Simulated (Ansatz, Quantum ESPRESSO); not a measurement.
# Si3Os (Pm-3m): zone-centre phonons, part 2 of 3

Wanted: the vibrations of Si3Os (Pm-3m) at Γ, by two programs.

Quantum ESPRESSO 7.5; DFT LDA, scalar-relativistic, plane waves, JTH PAW pseudopotentials.

So far. Step 2 (A probe with smearing): No gap opens on this mesh, so smearing is kept; the start stands at -13 GPa. Step 4 (Self-consistent run for the response): The cell stands at -0.026 GPa, close enough for phonons. The relaxed cell has a = 3.733 Å (conventional setting).

The structure was built from a prototype and need not be the compound's stable phase.

## 5. Zone-centre response

At q = 0 one unit cell holds all displacements; symmetry groups them into irreducible representations that are solved one by one. With smeared occupations no response to a homogeneous field can be asked.

The input, ph.in:

```
phonons
 &inputph
    prefix='x',
    outdir='./tmp',
    fildyn='g.dyn',
    tr2_ph=1.0d-18,
    alpha_mix(1)=0.4,
    nmix_ph=8,
 /
0.000000000000 0.000000000000 0.000000000000
```

Started as:

```
$ OMP_NUM_THREADS=1 mpirun -n 4 ph.x -nk 4 -in ph.in > ph.out
```

Log:

```text
[banners, grids, parts of the stress and lines that vanish by symmetry left out]
[banner, memory and clock lines left out]
Program PHONON v.7.5

     ./tmp/x.save/

     file Os.upf: wavefunction(s)  6S 0S 0P 0P 5D 0D renormalized
     file Si.upf: wavefunction(s)  0S 0P renormalized

     IMPORTANT: XC functional enforced from input :
     Exchange-correlation= PW
                           (   1   4   0   0   0   0   0)
     Any further DFT definition will be discarded
     Please, verify this is what you really want

     G-vector sticks info

     Check: negative core charge=   -0.000004

     negative rho (up, down):  1.964E-02 0.000E+00
     Reading collected, re-writing distributed wavefunctions in ./tmp/

     Number and degeneracy of irreps per q-point
       N         xq(1)         xq(2)         xq(3)   N irreps
       1   0.000000000   0.000000000   0.000000000       4
        3   3   3   3

     Calculation of q =    0.0000000   0.0000000   0.0000000

     phonons

     bravais-lattice index     =            1
     lattice parameter (alat)  =       7.0534  a.u.
     unit-cell volume          =     350.9162 (a.u.)^3
     number of atoms/cell      =            4
     number of atomic types    =            2
     kinetic-energy cut-off    =      40.0000  Ry
     charge density cut-off    =     200.0000  Ry
     convergence threshold     =      1.0E-18
     beta                      =       0.4000
     number of iterations used =            8
     Exchange-correlation= PW
                           (   1   4   0   0   0   0   0)

     celldm(1)=    7.05344  celldm(2)=    0.00000  celldm(3)=    0.00000
     celldm(4)=    0.00000  celldm(5)=    0.00000  celldm(6)=    0.00000

     crystal axes: (cart. coord. in units of alat)
               a(1) = (  1.0000  0.0000  0.0000 )
               a(2) = (  0.0000  1.0000  0.0000 )
               a(3) = (  0.0000  0.0000  1.0000 )

     reciprocal axes: (cart. coord. in units 2 pi/alat)
               b(1) = (  1.0000  0.0000  0.0000 )
               b(2) = (  0.0000  1.0000  0.0000 )
               b(3) = (  0.0000  0.0000  1.0000 )

     Atoms inside the unit cell:

     Cartesian axes

     site n.  atom      mass           positions (alat units)
        1  Os    190.2300   tau(    1) = (    0.00000    0.00000    0.00000  )
        2  Si     28.0850   tau(    2) = (    0.00000    0.50000    0.50000  )
        3  Si     28.0850   tau(    3) = (    0.50000    0.00000    0.50000  )
        4  Si     28.0850   tau(    4) = (    0.50000    0.50000    0.00000  )

     Computing dynamical matrix for
                    q = (   0.0000000   0.0000000   0.0000000 )

     49 Sym.Ops. (with q -> -q+G )

     G cutoff =  252.0418  (  16831 G-vectors)     FFT grid: ( 32, 32, 32)
     G cutoff =  201.6334  (  11981 G-vectors)  smooth grid: ( 30, 30, 30)

     number of k points=    56  Marzari-Vanderbilt smearing, width (Ry)=  0.0200
                       cart. coord. in units 2pi/alat
        k(    1) = (   0.0000000   0.0000000   0.0000000), wk =   0.0020000
        k(    2) = (   0.0000000   0.0000000   0.1000000), wk =   0.0120000
        k(    3) = (   0.0000000   0.0000000   0.2000000), wk =   0.0120000
        [... further k-points left out ...]

     PseudoPot. # 1 for Os read from file:
     ./pseudo/Os.upf
     Pseudo is Projector augmented-wave + core cor, Zval =  8.0
     Shape of augmentation charge: SINC**2
     Using radial grid of 1124 points,  6 beta functions with:
                l(1) =   0
                l(2) =   0
                l(3) =   1
                l(4) =   1
                l(5) =   2
                l(6) =   2
     Q(r) pseudized with 0 coefficients

     PseudoPot. # 2 for Si read from file:
     ./pseudo/Si.upf
     Pseudo is Projector augmented-wave + core cor, Zval =  4.0
     Shape of augmentation charge: BESSEL
     Using radial grid of  988 points,  4 beta functions with:
                l(1) =   0
                l(2) =   0
                l(3) =   1
                l(4) =   1
     Q(r) pseudized with 0 coefficients

     Mode symmetry, O_h (m-3m)  point group:

     Atomic displacements:
     There are    4 irreducible representations

     Representation     1      3 modes -  To be done

     Representation     2      3 modes -  To be done

     Representation     3      3 modes -  To be done

     Representation     4      3 modes -  To be done

     Alpha used in Ewald sum =   2.0000

     negative rho (up, down):  1.964E-02 0.000E+00

     Representation #   1 modes #   1   2   3

     Self-consistent Calculation
      iter #   1   av.it.:   5.8
      thresh= 1.000E-02 alpha_mix =  0.400 |ddv_scf|^2 =  3.149E-07
      iter #   2   av.it.:  14.8
      thresh= 5.612E-05 alpha_mix =  0.400 |ddv_scf|^2 =  3.809E-09
      iter #   3   av.it.:  14.0
      thresh= 6.172E-06 alpha_mix =  0.400 |ddv_scf|^2 =  1.231E-09
      iter #   4   av.it.:  14.9
      thresh= 3.508E-06 alpha_mix =  0.400 |ddv_scf|^2 =  6.927E-12
      iter #   5   av.it.:  15.6
      thresh= 2.632E-07 alpha_mix =  0.400 |ddv_scf|^2 =  9.432E-14
      iter #   6   av.it.:  14.9
      thresh= 3.071E-08 alpha_mix =  0.400 |ddv_scf|^2 =  1.628E-14
      iter #   7   av.it.:  15.0
      thresh= 1.276E-08 alpha_mix =  0.400 |ddv_scf|^2 =  3.716E-16
      iter #   8   av.it.:  15.4
      thresh= 1.928E-09 alpha_mix =  0.400 |ddv_scf|^2 =  7.131E-18
      iter #   9   av.it.:  15.0
      thresh= 2.670E-10 alpha_mix =  0.400 |ddv_scf|^2 =  1.390E-19

     End of self-consistent calculation

     Convergence has been achieved

     Representation #   2 modes #   4   5   6

     Self-consistent Calculation
      iter #   1   av.it.:   4.7
      thresh= 1.000E-02 alpha_mix =  0.400 |ddv_scf|^2 =  6.971E-08
      iter #   2   av.it.:  14.0
      thresh= 2.640E-05 alpha_mix =  0.400 |ddv_scf|^2 =  3.723E-09
      iter #   3   av.it.:  13.5
      thresh= 6.102E-06 alpha_mix =  0.400 |ddv_scf|^2 =  1.076E-09
      iter #   4   av.it.:  14.3
      thresh= 3.280E-06 alpha_mix =  0.400 |ddv_scf|^2 =  1.414E-11
      iter #   5   av.it.:  14.7
      thresh= 3.760E-07 alpha_mix =  0.400 |ddv_scf|^2 =  2.969E-13
[...]
End of self-consistent calculation

     Convergence has been achieved

     Representation #   3 modes #   7   8   9

     Self-consistent Calculation
[...]
End of self-consistent calculation

     Convergence has been achieved

     Representation #   4 modes #  10  11  12

     Self-consistent Calculation
[...]
iter #   2   av.it.:  14.0
      thresh= 1.117E-05 alpha_mix =  0.400 |ddv_scf|^2 =  3.746E-09
      iter #   3   av.it.:  14.6
      thresh= 6.120E-06 alpha_mix =  0.400 |ddv_scf|^2 =  1.088E-10
      iter #   4   av.it.:  14.6
      thresh= 1.043E-06 alpha_mix =  0.400 |ddv_scf|^2 =  7.678E-13
      iter #   5   av.it.:  13.7
      thresh= 8.762E-08 alpha_mix =  0.400 |ddv_scf|^2 =  2.521E-13
      iter #   6   av.it.:  14.7
      thresh= 5.021E-08 alpha_mix =  0.400 |ddv_scf|^2 =  3.156E-16
      iter #   7   av.it.:  14.6
      thresh= 1.776E-09 alpha_mix =  0.400 |ddv_scf|^2 =  2.908E-17
      iter #   8   av.it.:  14.5
      thresh= 5.393E-10 alpha_mix =  0.400 |ddv_scf|^2 =  7.036E-20

     End of self-consistent calculation

     Convergence has been achieved

     Number of q in the star =    1
     List of q in the star:
          1   0.000000000   0.000000000   0.000000000

     Diagonalizing the dynamical matrix

     q = (    0.000000000   0.000000000   0.000000000 )

 **************************************************************************
     freq (    1) =      -3.776760 [THz] =    -125.979138 [cm-1]
     freq (    2) =      -3.776760 [THz] =    -125.979138 [cm-1]
     freq (    3) =      -3.776760 [THz] =    -125.979138 [cm-1]
     freq (    4) =      -0.107195 [THz] =      -3.575628 [cm-1]
     freq (    5) =      -0.107195 [THz] =      -3.575628 [cm-1]
     freq (    6) =      -0.107195 [THz] =      -3.575628 [cm-1]
     freq (    7) =       4.106599 [THz] =     136.981395 [cm-1]
     freq (    8) =       4.106599 [THz] =     136.981395 [cm-1]
     freq (    9) =       4.106599 [THz] =     136.981395 [cm-1]
     freq (   10) =       8.949041 [THz] =     298.507870 [cm-1]
     freq (   11) =       8.949041 [THz] =     298.507870 [cm-1]
     freq (   12) =       8.949041 [THz] =     298.507870 [cm-1]
 **************************************************************************

     Mode symmetry, O_h (m-3m)  point group:

     freq (   1-   3) =       -126.0  [cm-1]   --> T_1u G_15  G_4- I
     freq (   4-   6) =         -3.6  [cm-1]   --> T_1u G_15  G_4- I
     freq (   7-   9) =        137.0  [cm-1]   --> T_2u G_25  G_5-
     freq (  10-  12) =        298.5  [cm-1]   --> T_1u G_15  G_4- I
```

The job ended after 84 s (4 MPI ranks of Intel Xeon 6975P-C (Granite Rapids), shared host).

This step gave:

* largest acoustic frequency at the zone centre before the sum rule: -3.58 cm⁻¹
* highest optical zone-centre mode (no LO-TO term): 298.5 cm⁻¹
* lowest optical zone-centre mode: -126.0 cm⁻¹

The acoustic modes at Γ come out as far as 3.6 cm⁻¹ from zero, where they should vanish, a small numerical error. The lowest optical mode is imaginary, 126i cm⁻¹, an instability at this level and on this k mesh.

## 6. Zone-centre analysis

A rigid shift of the crystal must cost nothing, but grids and finite bases break this; the acoustic sum rule is imposed before the matrix is diagonalised again.

The input, dynmat.in:

```
 &input
    fildyn='g.dyn',
    asr='simple',
    fileig='dynmat.eig',
 /
```

Started as:

```
$ dynmat.x -in dynmat.in > dynmat.out
```

Log:

```text
[banner, memory and clock lines left out]
Program DYNMAT v.7.5

     Reading Dynamical Matrix from file g.dyn
     ...Force constants read
     ...epsilon and Z* not read (not found on file)
     A direction for q was not specified:TO-LO splitting will be absent

     Polarizability (A^3 units)
     multiply by 1.000000 for Clausius-Mossotti correction
         0.000000    0.000000    0.000000
         0.000000    0.000000    0.000000
         0.000000    0.000000    0.000000

     IR activities are in (D/A)^2/amu units

# mode   [cm-1]    [THz]      IR
    1   -125.85   -3.7730    0.0000
    2   -125.85   -3.7730    0.0000
    3   -125.85   -3.7730    0.0000
    4     -0.00   -0.0000    0.0000
    5      0.00    0.0000    0.0000
    6      0.00    0.0000    0.0000
    7    137.13    4.1111    0.0000
    8    137.13    4.1111    0.0000
    9    137.13    4.1111    0.0000
   10    298.58    8.9511    0.0000
   11    298.58    8.9511    0.0000
   12    298.58    8.9511    0.0000

[end of the log left out, with the tail of the file of modes that dynmat.x writes under the same name]
```

It took 0.66 s on 1 thread.

Read from the output:

```yaml
highest_optical_zone_centre_mode_no_lo_to_term: 298.6 cm⁻¹
lowest_optical_zone_centre_mode: -125.8 cm⁻¹
```

Unit eigenvectors of the mass-weighted matrix after the sum rule; no LO-TO term. The modes at Γ (shares of kinetic energy by element, %) (negative means imaginary):

| mode | frequency (cm⁻¹) | Os % | Si % |
| --- | --- | --- | --- |
| 1 | -125.8 | 27 | 73 |
| 2 | -125.8 | 27 | 73 |
| 3 | -125.8 | 27 | 73 |
| 4 | 0.0 | 69 | 31 |
| 5 | 0.0 | 69 | 31 |
| 6 | 0.0 | 69 | 31 |
| 7 | 137.1 | 0 | 100 |
| 8 | 137.1 | 0 | 100 |
| 9 | 137.1 | 0 | 100 |
| 10 | 298.6 | 4 | 96 |
| 11 | 298.6 | 4 | 96 |
| 12 | 298.6 | 4 | 96 |

Displacements in mode 2 (-125.8 cm⁻¹), the largest set to 1:
```
Os1  0.01  0.07 -0.28
Si2 -0.03 -0.11  0.43
Si3 -0.01 -0.25  0.43
Si4 -0.01 -0.11  1.00
```

Displacements in mode 11 (298.6 cm⁻¹), the largest set to 1:
```
Os1  0.00 -0.03  0.12
Si2  0.00  0.22 -0.90
Si3  0.00 -0.25 -0.90
Si4  0.00  0.22  1.00
```

The rule moves no optical mode by more than 0.2 cm⁻¹.

## 7. Sum rules set otherwise (asr crystal)

The rule can be imposed in more than one way; the choices should agree where the raw error is small.

The input, dynmat.in:

```
 &input
    fildyn='g.dyn',
    asr='crystal',
    fileig='dynmat.eig',
 /
```

Started as:

```
$ dynmat.x -in dynmat.in > dynmat.out
```

Log:

```text
[banner, memory and clock lines left out]
Program DYNMAT v.7.5

     Reading Dynamical Matrix from file g.dyn
     ...Force constants read
     ...epsilon and Z* not read (not found on file)
     Acoustic Sum Rule: || Z*(ASR) - Z*(orig)|| =    0.000000E+00
     Acoustic Sum Rule: ||dyn(ASR) - dyn(orig)||=    1.493792E-04
     A direction for q was not specified:TO-LO splitting will be absent

     Polarizability (A^3 units)
     multiply by 1.000000 for Clausius-Mossotti correction
         0.000000    0.000000    0.000000
         0.000000    0.000000    0.000000
         0.000000    0.000000    0.000000

     IR activities are in (D/A)^2/amu units

# mode   [cm-1]    [THz]      IR
    1   -125.89   -3.7740    0.0000
    2   -125.89   -3.7740    0.0000
    3   -125.89   -3.7740    0.0000
    4     -0.00   -0.0000    0.0000
    5     -0.00   -0.0000    0.0000
    6      0.00    0.0000    0.0000
    7    136.98    4.1066    0.0000
    8    136.98    4.1066    0.0000
    9    136.98    4.1066    0.0000
   10    298.51    8.9492    0.0000
   11    298.51    8.9492    0.0000
   12    298.51    8.9492    0.0000

[end of the log left out, with the tail of the file of modes that dynmat.x writes under the same name]
```

It took 0.65 s on 1 thread.

Numbers from this step:

| Property | Result |
| --- | --- |
| highest optical zone-centre mode (no LO-TO term) | 298.5 cm⁻¹ |
| lowest optical zone-centre mode | -125.9 cm⁻¹ |

Zone-centre frequencies as printed; negative means imaginary. Modes:

| mode | frequency (cm⁻¹) |
| --- | --- |
| 1 | -125.9 |
| 2 | -125.9 |
| 3 | -125.9 |
| 4 | 0 |
| 5 | 0 |
| 6 | 0 |
| 7 | 137 |
| 8 | 137 |
| 9 | 137 |
| 10 | 298.5 |
| 11 | 298.5 |
| 12 | 298.5 |

Against the first rule no mode moves by more than 0.2 cm⁻¹.

## 8. Sum rules set otherwise (asr no)

Without the rule the raw error of the acoustic modes shows.

The input, dynmat.in:

```
 &input
    fildyn='g.dyn',
    asr='no',
    fileig='dynmat.eig',
 /
```

Started as:

```
$ dynmat.x -in dynmat.in > dynmat.out
```

Log:

```text
[banner, memory and clock lines left out]
Program DYNMAT v.7.5

     Reading Dynamical Matrix from file g.dyn
     ...Force constants read
     ...epsilon and Z* not read (not found on file)
     A direction for q was not specified:TO-LO splitting will be absent

     Polarizability (A^3 units)
     multiply by 1.000000 for Clausius-Mossotti correction
         0.000000    0.000000    0.000000
         0.000000    0.000000    0.000000
         0.000000    0.000000    0.000000

     IR activities are in (D/A)^2/amu units

# mode   [cm-1]    [THz]      IR
    1   -125.98   -3.7768    0.0000
    2   -125.98   -3.7768    0.0000
    3   -125.98   -3.7768    0.0000
    4     -3.58   -0.1072    0.0000
    5     -3.58   -0.1072    0.0000
    6     -3.58   -0.1072    0.0000
    7    136.98    4.1066    0.0000
    8    136.98    4.1066    0.0000
    9    136.98    4.1066    0.0000
   10    298.51    8.9490    0.0000
   11    298.51    8.9490    0.0000
   12    298.51    8.9490    0.0000

[end of the log left out, with the tail of the file of modes that dynmat.x writes under the same name]
```

It took 0.64 s on 1 thread.

Read from the output:

| Property | Result |
| --- | --- |
| lowest optical zone-centre mode | -126.0 cm⁻¹ |

Zone-centre frequencies as printed; negative means imaginary. Modes:

| mode | frequency (cm⁻¹) |
| --- | --- |
| 1 | -126 |
| 2 | -126 |
| 3 | -126 |
| 4 | -3.58 |
| 5 | -3.58 |
| 6 | -3.58 |
| 7 | 137 |
| 8 | 137 |
| 9 | 137 |
| 10 | 298.5 |
| 11 | 298.5 |
| 12 | 298.5 |

Against the first rule no mode moves by more than 3.6 cm⁻¹.

[end of part 2 of 3]

[Host names and launcher messages were left out of these logs when they were recorded.]

[Logs are printed without paths, hosts, clocks, repeated set-up lines and the standing remarks that a program may print on its own settings, such as how far it seeks lower states.]

[Hosts, paths, dates, database ids (printed as entryN), source tags and the programs' standing remarks are cut or masked in the printed files.]
